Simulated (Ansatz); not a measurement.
**K on Al(111): change of the work function**

How does K on the fcc site change the work function of Al(111) as the layer fills?

Program: Ansatz 0.2.0. Level of theory: plane-wave DFT, PBE, Ansatz PAW. Results are calculated unless marked as measured.

### 1. Set-up

The cell holds 4 atoms: 4 Al. Its edges and angles: a = 2.864 Å, b = 2.864 Å, c = 25.015 Å, α = 90.0°, β = 90.0°, γ = 60.0°. Vacuum lies along c.

### 2. The clean slab

The bare slab comes first, as the zero from which every change is counted. The two lowest layers are held at bulk places and the upper ones relax. The dipole correction removes the false field that a one-sided slab makes across the periodic vacuum, so each face gets a flat vacuum level of its own.

input.yaml reads:

```yaml
crystal:
  lattice:
    - [2.8637824638, 0.0, 0.0]
    - [1.4318912319, 2.4801083646, 0.0]
    - [0.0, 0.0, 25.0148057707]
  atoms:
    - { symbol: Al, position: [0.0, 0.0, 0.3597869231] }
    - { symbol: Al, position: [0.3333333333, 0.3333333333, 0.4532623077] }
    - { symbol: Al, position: [0.6666666667, 0.6666666667, 0.5467376923] }
    - { symbol: Al, position: [0.0, 0.0, 0.6402130769] }
kpoints:
  mp_grid: { grid: [12, 12, 1] }
hamiltonian:
  xc: pbe
scf:
  occupations: { method: fermi_dirac, width: 0.1 }
  convergence: { dr2_threshold: 1.0e-08 }
efield:
  axis: 3
  dipole_correction: true
  ramp_position: 0.97
  ramp_width: 0.06
relax:
  f_tol: 0.02
  max_steps: 60
  constraints: [{ sites: [0, 1] }]
output:
  write_potential: true
  write_density: true
  volumetric_format: npy
```

The run is started by

```
ansatz run input.yaml --threads 2 --pin off --max-ram 3072MiB --backend cpu --events-out ev --progress --plain --runs-dir out
```

Numbers of over 12 decimals in the logs are rounded to 6 here.

The program printed:

```text
Engine: ansatz 0.2.0, aarch64-unknown-linux-gnu
Pseudopotentials: kind: paw
Pseudopotential: Al, paw, valence charge 3, recommended cutoff 420 eV (normal), Al.paw.azcp
Functional definition: PBE
  parameter kappa = 0.804
  parameter beta = 0.066725
  exchange = pbe_x(kappa = kappa, mu = beta*pi^2/3)
  correlation = pbe_c(beta = beta)
Crystal: 4 atoms, lattice volume = 177.667 Å³
Basis set: ecut = 420 eV, 3467 PW (Γ), exchange–correlation on 40×40×360 points (8 copies of the dense FFT grid, shifted against one another)
Bands: 10, of which v1, the nominal top of the filled ones, is band 6 counted from 1 (5 counted from 0)
Symmetry: 6 space group operations
k-points: 19 of 144 (time reversal used)
Non-local potential: Al, projectors of the file, l = 0: 2, l = 1: 2, l = 2: 1
PAW form: soft (Blöchl's): semilocal exchange-correlation on the pseudo side does not see the compensation charge
PAW one-centre angular grid: Al, 110 points (default); XC on 64 Gauss nodes
Initial density: superposition of atomic densities (neutral atoms: chi_scale 0, normalization atom), corrected by the library's trained network
Initial wavefunctions: pseudopotential atomic-orbital guess
Functional: x = pbe(κ = 0.804, μ = 0.219515), c = pbe(β = 0.066725)
SCF iter   1: F=—  HF=-2149.281065 eV  |F-HF|=—  |Δ(HF+E_count)|=         —  Δρ=1.37e-3  dr2=4.13e-2  ethr=1.77e-3  p=-0.000 e·Å  D=-1.79e-14 V/Å  ΔV_dip=0.00 eV  dr2_dipole=1.23e-6  V_vac-E_F(+/−)=3.96/3.96 eV  ⟨swp⟩=8.2  Hψ=1709  notcnv=0
efield: sawtooth ramp at fractional position 0.9700 (set: `efield.ramp_position`, or a place that a band, a saddle search or an elastic batch's reference lends), width 0.0600; the density the first Hamiltonian is built on has a dipole p = -0.000 e·Å; the dipole correction subtracts the counter field D = -1.79e-14 V/Å, which shifts the + side's vacuum level by +0.00 eV against the − side's; the planar-averaged density in the ramp window peaks in size at 6.8e-6 e/Å³
preconditioner: auto → LDOS  [metal: Δε(μ)=0.035 eV  Ē_g=6.481 eV  σ=0.100 eV  W_gap=0.09  n_scr=12 (ndim 8)  ℏωp=9.7 eV  f_vac=0.517  D(μ)=1.93/eV (n_scr^D=10)  β→1.0]
SCF iter   2: F=—  HF=-2149.278663 eV  |F-HF|=—  |Δ(HF+E_count)|=   2.40e-3  Δρ=4.15e-4  dr2=5.50e-4  ethr=3.44e-4  p=-0.000 e·Å  D=-2.16e-5 V/Å  ΔV_dip=0.00 eV  dr2_dipole=9.76e-7  V_vac-E_F(+/−)=4.05/4.05 eV  ⟨swp⟩=1.4  Hψ=364  notcnv=0
SCF iter   3: F=—  HF=-2149.278781 eV  |F-HF|=—  |Δ(HF+E_count)|=   1.18e-4  Δρ=1.46e-4  dr2=1.74e-4  ethr=4.59e-6  p=-0.000 e·Å  D=-1.13e-5 V/Å  ΔV_dip=0.00 eV  dr2_dipole=2.70e-9  V_vac-E_F(+/−)=4.05/4.05 eV  ⟨swp⟩=2.3  Hψ=349  notcnv=0
SCF iter   4: F=—  HF=-2149.278775 eV  |F-HF|=—  |Δ(HF+E_count)|=   6.37e-6  Δρ=2.72e-5  dr2=6.01e-6  ethr=1.45e-6  p=-0.000 e·Å  D=-4.98e-6 V/Å  ΔV_dip=0.00 eV  dr2_dipole=2.16e-9  V_vac-E_F(+/−)=4.05/4.05 eV  ⟨swp⟩=2.6  Hψ=311  notcnv=0
SCF iter   5: F=—  HF=-2149.278723 eV  |F-HF|=—  |Δ(HF+E_count)|=   5.23e-5  Δρ=8.22e-6  dr2=2.22e-7  ethr=5.01e-8  p=-0.000 e·Å  D=-2.02e-6 V/Å  ΔV_dip=0.00 eV  dr2_dipole=6.55e-11  V_vac-E_F(+/−)=4.05/4.05 eV  ⟨swp⟩=2.3  Hψ=315  notcnv=0
SCF iter   6: F=—  HF=-2149.278723 eV  |F-HF|=—  |Δ(HF+E_count)|=   3.20e-7  Δρ=1.90e-6  dr2=2.67e-8  ethr=1.85e-9  p=-0.000 e·Å  D=-6.70e-7 V/Å  ΔV_dip=0.00 eV  dr2_dipole=6.04e-14  V_vac-E_F(+/−)=4.05/4.05 eV  ⟨swp⟩=2.4  Hψ=314  notcnv=0
SCF iter   7: F=-2149.278723 eV  HF=-2149.278723 eV  |F-HF|=4.17e-9  |Δ(HF+E_count)|=   1.69e-8  Δρ=3.93e-7  dr2=9.44e-10  ethr=8.33e-11  p=-0.000 e·Å  D=-5.94e-8 V/Å  ΔV_dip=0.00 eV  dr2_dipole=3.99e-16  V_vac-E_F(+/−)=4.05/4.05 eV  ⟨swp⟩=9.1  Hψ=1233  notcnv=0
SCF 1 converged in 7 iterations: F = -2149.278723 eV  dr2 = 9.44e-10
  greatest PAW one-centre occupation: 0.462 electrons in one spin orbital (limit 2), on the Al atom at site 0 (counted from 0), in its partial waves of l = 0
relax step   1: F+E_penalty+E_count = -2149.27872285 eV  Δ(F+E_penalty+E_count) = +0.000e0 eV  max|allowed force component| = 1.320e-1 eV/Å  Δτ_max = 0.0000 Å  (7 SCF iters, accepted)
Initial density: handed on by an earlier stage of this run
Initial wavefunctions: those handed on with the density
iter 1 solved again at ethr=3.27e-4 eV; its pass at ethr=3.10e-3 eV (dr2=3.92e-2 eV) is discarded
SCF iter   1: F=—  HF=-2149.285075 eV  |F-HF|=—  |Δ(HF+E_count)|=         —  Δρ=1.34e-3  dr2=3.83e-2  ethr=3.27e-4  p=-0.000 e·Å  D=-6.16e-8 V/Å  ΔV_dip=0.00 eV  dr2_dipole=4.72e-3  V_vac-E_F(+/−)=4.05/4.05 eV  ⟨swp⟩=1.2  Hψ=1170  notcnv=0
efield: sawtooth ramp at fractional position 0.9700 (set: `efield.ramp_position`, or a place that a band, a saddle search or an elastic batch's reference lends), width 0.0600; the density the first Hamiltonian is built on has a dipole p = -0.000 e·Å; the dipole correction subtracts the counter field D = -6.16e-8 V/Å, which shifts the + side's vacuum level by +0.00 eV against the − side's; the planar-averaged density in the ramp window peaks in size at 1.7e-7 e/Å³
preconditioner: auto → LDOS  [metal: Δε(μ)=0.063 eV  Ē_g=6.503 eV  σ=0.100 eV  W_gap=0.15  n_scr=12 (ndim 8)  ℏωp=9.7 eV  f_vac=0.521  D(μ)=1.95/eV (n_scr^D=10)  β→1.0]
SCF iter   2: F=—  HF=-2149.281981 eV  |F-HF|=—  |Δ(HF+E_count)|=   3.09e-3  Δρ=4.25e-4  dr2=1.25e-3  ethr=3.19e-4  p=0.000 e·Å  D=1.81e-7 V/Å  ΔV_dip=-0.00 eV  dr2_dipole=2.59e-4  V_vac-E_F(+/−)=4.03/4.03 eV  ⟨swp⟩=2.1  Hψ=258  notcnv=0
SCF iter   3: F=—  HF=-2149.281851 eV  |F-HF|=—  |Δ(HF+E_count)|=   1.31e-4  Δρ=1.92e-4  dr2=2.96e-4  ethr=1.04e-5  p=0.000 e·Å  D=6.48e-5 V/Å  ΔV_dip=-0.00 eV  dr2_dipole=1.61e-6  V_vac-E_F(+/−)=4.02/4.02 eV  ⟨swp⟩=2.4  Hψ=337  notcnv=0
SCF iter   4: F=—  HF=-2149.281824 eV  |F-HF|=—  |Δ(HF+E_count)|=   2.69e-5  Δρ=2.12e-5  dr2=3.32e-6  ethr=2.46e-6  p=0.000 e·Å  D=8.41e-5 V/Å  ΔV_dip=-0.00 eV  dr2_dipole=8.91e-8  V_vac-E_F(+/−)=4.02/4.02 eV  ⟨swp⟩=2.3  Hψ=272  notcnv=0
SCF iter   5: F=—  HF=-2149.281817 eV  |F-HF|=—  |Δ(HF+E_count)|=   7.07e-6  Δρ=7.09e-6  dr2=1.96e-7  ethr=2.77e-8  p=0.000 e·Å  D=7.28e-5 V/Å  ΔV_dip=-0.00 eV  dr2_dipole=1.98e-8  V_vac-E_F(+/−)=4.02/4.02 eV  ⟨swp⟩=2.4  Hψ=343  notcnv=0
SCF iter   6: F=—  HF=-2149.281817 eV  |F-HF|=—  |Δ(HF+E_count)|=   1.41e-7  Δρ=1.35e-6  dr2=1.11e-8  ethr=1.64e-9  p=0.000 e·Å  D=6.54e-5 V/Å  ΔV_dip=-0.00 eV  dr2_dipole=2.52e-11  V_vac-E_F(+/−)=4.02/4.02 eV  ⟨swp⟩=2.5  Hψ=297  notcnv=0
SCF iter   7: F=-2149.281817 eV  HF=-2149.281817 eV  |F-HF|=2.27e-9  |Δ(HF+E_count)|=   5.33e-9  Δρ=3.42e-7  dr2=8.96e-10  ethr=8.33e-11  p=0.000 e·Å  D=6.31e-5 V/Å  ΔV_dip=-0.00 eV  dr2_dipole=4.00e-14  V_vac-E_F(+/−)=4.02/4.02 eV  ⟨swp⟩=9.1  Hψ=1237  notcnv=0
SCF 2 converged in 7 iterations: F = -2149.281817 eV  dr2 = 8.96e-10
  greatest PAW one-centre occupation: 0.463 electrons in one spin orbital (limit 2), on the Al atom at site 3 (counted from 0), in its partial waves of l = 0
relax step   2: F+E_penalty+E_count = -2149.28181683 eV  Δ(F+E_penalty+E_count) = -3.094e-3 eV  max|allowed force component| = 5.697e-2 eV/Å  Δτ_max = 0.0619 Å  (7 SCF iters, accepted)
SCF iter   1: F=—  HF=-2149.282212 eV  |F-HF|=—  |Δ(HF+E_count)|=         —  Δρ=2.15e-4  dr2=1.06e-3  ethr=4.10e-5  p=0.000 e·Å  D=6.31e-5 V/Å  ΔV_dip=-0.00 eV  dr2_dipole=1.83e-4  V_vac-E_F(+/−)=4.02/4.02 eV  ⟨swp⟩=2.3  Hψ=665  notcnv=0
efield: sawtooth ramp at fractional position 0.9700 (set: `efield.ramp_position`, or a place that a band, a saddle search or an elastic batch's reference lends), width 0.0600; the density the first Hamiltonian is built on has a dipole p = 0.000 e·Å; the dipole correction subtracts the counter field D = 6.31e-5 V/Å, which shifts the + side's vacuum level by -0.00 eV against the − side's; the planar-averaged density in the ramp window peaks in size at 5.2e-8 e/Å³
preconditioner: auto → LDOS  [metal: Δε(μ)=0.068 eV  Ē_g=6.492 eV  σ=0.100 eV  W_gap=0.16  n_scr=12 (ndim 8)  ℏωp=9.7 eV  f_vac=0.520  D(μ)=1.91/eV (n_scr^D=10)  β→1.0]
SCF iter   2: F=—  HF=-2149.282107 eV  |F-HF|=—  |Δ(HF+E_count)|=   1.06e-4  Δρ=1.28e-4  dr2=8.40e-5  ethr=8.83e-6  p=0.000 e·Å  D=7.97e-5 V/Å  ΔV_dip=-0.00 eV  dr2_dipole=8.16e-7  V_vac-E_F(+/−)=4.02/4.02 eV  ⟨swp⟩=1.6  Hψ=363  notcnv=0
SCF iter   3: F=—  HF=-2149.282096 eV  |F-HF|=—  |Δ(HF+E_count)|=   1.10e-5  Δρ=2.29e-5  dr2=9.95e-6  ethr=7.00e-7  p=-0.000 e·Å  D=-1.38e-5 V/Å  ΔV_dip=0.00 eV  dr2_dipole=1.95e-6  V_vac-E_F(+/−)=4.02/4.02 eV  ⟨swp⟩=2.7  Hψ=381  notcnv=0
SCF iter   4: F=—  HF=-2149.282096 eV  |F-HF|=—  |Δ(HF+E_count)|=   1.36e-7  Δρ=5.61e-6  dr2=6.74e-7  ethr=8.29e-8  p=-0.000 e·Å  D=-3.55e-5 V/Å  ΔV_dip=0.00 eV  dr2_dipole=1.17e-7  V_vac-E_F(+/−)=4.02/4.02 eV  ⟨swp⟩=1.4  Hψ=224  notcnv=0
SCF iter   5: F=-2149.282096 eV  HF=-2149.282096 eV  |F-HF|=7.76e-9  |Δ(HF+E_count)|=   4.75e-8  Δρ=9.72e-7  dr2=3.57e-9  ethr=8.33e-11  p=-0.000 e·Å  D=-4.17e-5 V/Å  ΔV_dip=0.00 eV  dr2_dipole=5.02e-10  V_vac-E_F(+/−)=4.02/4.02 eV  ⟨swp⟩=8.5  Hψ=1456  notcnv=0
SCF 3 converged in 5 iterations: F = -2149.282096 eV  dr2 = 3.57e-9
  greatest PAW one-centre occupation: 0.463 electrons in one spin orbital (limit 2), on the Al atom at site 0 (counted from 0), in its partial waves of l = 0
relax step   3: F+E_penalty+E_count = -2149.28209604 eV  Δ(F+E_penalty+E_count) = -2.792e-4 eV  max|allowed force component| = 2.389e-3 eV/Å  Δτ_max = 0.0093 Å  (5 SCF iters, accepted)
NSCF: frozen V_eff on 19 k-points
the band table was solved once a step of the walk had ended and its energy, with any forces and stress, was formed, with the checks that follow a solve (2032 applications of the Hamiltonian). They found nothing against the state; the energy, forces and stress were not computed again (output.eigenvalues in the input reference)
WARN: The input density's exchange-correlation potential varies sharply where the density is thin. Do not read a vacuum level from v_tot or v_xc, or from such a field of the output density. On a cell that repeats whose density bears no net charge and no dipole along the vacuum's axis use v_es (v_loc + v_h of the components); under efield.dipole_correction with no amplitude use v_es + v_field, which holds any external [...]
SCF converged after 5 iterations
Free energy (F): -2149.282096 eV
Harris-Foulkes:  -2149.282096 eV  (|F-HF|=7.76e-9)
Internal energy: -2149.219587 eV  (E = F + TS)
E sigma→0 (E₀):  -2149.250841 eV
Entropy (-TS):   -0.062509 eV (-15.627 meV/atom)
Fermi energy:    0.479266 eV
Dipole field:    D = -0.000074 V/Å  (p = -0.000072 e·Å, saw-weighted, corrected)
Work function:   Φ+ = 4.0205 eV   Φ− = 4.0187 eV
Levels:          The Fermi level and band energies are counted from a zero that moves with the ramp; work functions are not
--- Per-component energies (eV) ---
  E_band       = -44.413710
  E_kinetic    = 87.546439
  E_local      = -3014.590169  (includes V_loc(G=0)·N_el)
  E_nonlocal   = 41.703702
  E_hartree    = 1484.218618
  E_xc         = -156.809171
  E_vxc        = -112.957825  (∫ρ·V_xc dr)
  E_paw        = -1869.225999  (= ΣΔE_a)
  E_vpaw       = -14.554873  (= ΣTr[D̂ρ^β])
  E_aug_tail   = -0.000009  (compensation charges beyond the density's cutoff)
  E_efield     = 0.000000  (sawtooth field / dipole correction)
  E_vefield    = -0.000024  (∫n·V_field dr)
  E_ewald      = 1277.937003
  E_smearing   = -0.062509  (= −TS)
  E_closure    = 0.000000  (closes the sum)
  Σ components = -2149.282096   (vs F -2149.282096, Δ=0.00e0)
--- Forces (eV/Å), atoms counted from 1 ---
  atom   1  Al     0.00000000     0.00000000     0.01001899
  atom   2  Al    -0.00000000     0.00000000    -0.01099803
  atom   3  Al    -0.00000000     0.00000000    -0.00139940
  atom   4  Al    -0.00000000    -0.00000000     0.00238924
  max |Σ_I F_I| component: 1.08e-5 eV/Å
--- Band table (eV; the first three rows and the last of 19) ---
  k-point 0: bands = ["-10.3221", "-9.2285", "-7.6200", "-5.3461", "-2.8883", "0.0394", "2.5925", "4.0136", "4.4355", "5.4494"]
  k-point 1: bands = ["-10.1555", "-9.0628", "-7.4556", "-5.1818", "-2.7320", "0.1950", "2.7478", "4.1769", "4.6017", "5.6108"]
  k-point 2: bands = ["-9.6568", "-8.5668", "-6.9634", "-4.6912", "-2.2635", "0.6555", "3.1920", "4.6420", "5.0801", "5.6506"]
  k-point 18: bands = ["-2.6054", "-2.5276", "-2.5272", "-1.6010", "-1.5972", "-1.4746", "-0.1635", "-0.1632", "0.8321", "2.3628"]
--- Relaxed structure (3 steps of the walk, 3 accepted, 0 SCFs on fresh bases) ---
  F+E_penalty+E_count = -2149.28209604 eV   max|allowed force component| = 2.389e-3 eV/Å
  atoms:
    - { symbol: Al, position: [0.0, 0.0, 0.3597869231] }
    - { symbol: Al, position: [0.333333, 0.333333, 0.453262] }
    - { symbol: Al, position: [0.666667, 0.666667, 0.544636] }
    - { symbol: Al, position: [0, 0, 0.637923] }
```

The job ended after 4.4 s (2 threads of Arm Neoverse V2, shared host; peak memory 0.34 GiB; 8.6 s of CPU time).

Relaxation path:

| step | energy less that of the first step (eV) | largest force component (eV/Å) |
| --- | --- | --- |
| 1 | 0.0000 | 0.1320 |
| 2 | -0.0031 | 0.0570 |
| 3 | -0.0034 | 0.0024 |

Forces are held to the 6 operations that the run works with; a distortion that breaks them can't arise in this run.

The atoms that moved most (Å):

| atom | dx | dy | dz | length |
| --- | --- | --- | --- | --- |
| Al4 | 0.000 | 0.000 | -0.057 | 0.057 |
| Al3 | 0.000 | 0.000 | -0.053 | 0.053 |

This step gave:

* energy at zero smearing: -2149.2508 eV
* work function, upper face: 4.021 eV
* dipole along the normal: -7.24e-5 e·Å

Running mean over 2.338 Å of the planar mean; the ramp of the sawtooth is left out. Electron's electrostatic potential energy less the Fermi level against z:

| z (Å) | electron's electrostatic potential energy less the Fermi level (eV) |
| --- | --- |
| 4 | 4.02 |
| 5 | 4.01 |
| 6 | 3.92 |
| 7 | 2.91 |
| 8 | -1.37 |
| 9 | -4.40 |
| 10 | -4.58 |
| 11 | -4.61 |
| 12 | -4.78 |
| 13 | -4.77 |
| 14 | -4.62 |
| 15 | -4.59 |
| 16 | -4.37 |
| 17 | -1.17 |
| 18 | 3.02 |
| 19 | 3.93 |
| 20 | 4.01 |
| 21 | 4.02 |

The relaxation took 3 steps and lowered the energy by 0.0034 eV; the largest force on the free atoms ends at 0.0024 eV/Å.

The work function of the upper face is 4.02 eV.

[end of part 1 of 3]

[Logs are printed without paths, hosts, clocks, repeated set-up lines and the standing remarks that a program may print on its own settings, such as how far it seeks lower states.]

[Hosts, paths, dates, database ids (printed as entryN), source tags and the programs' standing remarks are cut or masked in the printed files.]

[Maps of the electrostatic potential energy from Ansatz leave out the sawtooth potential of an applied field or a dipole correction, so their vacuum need not be flat; planar profiles and work functions include it.]
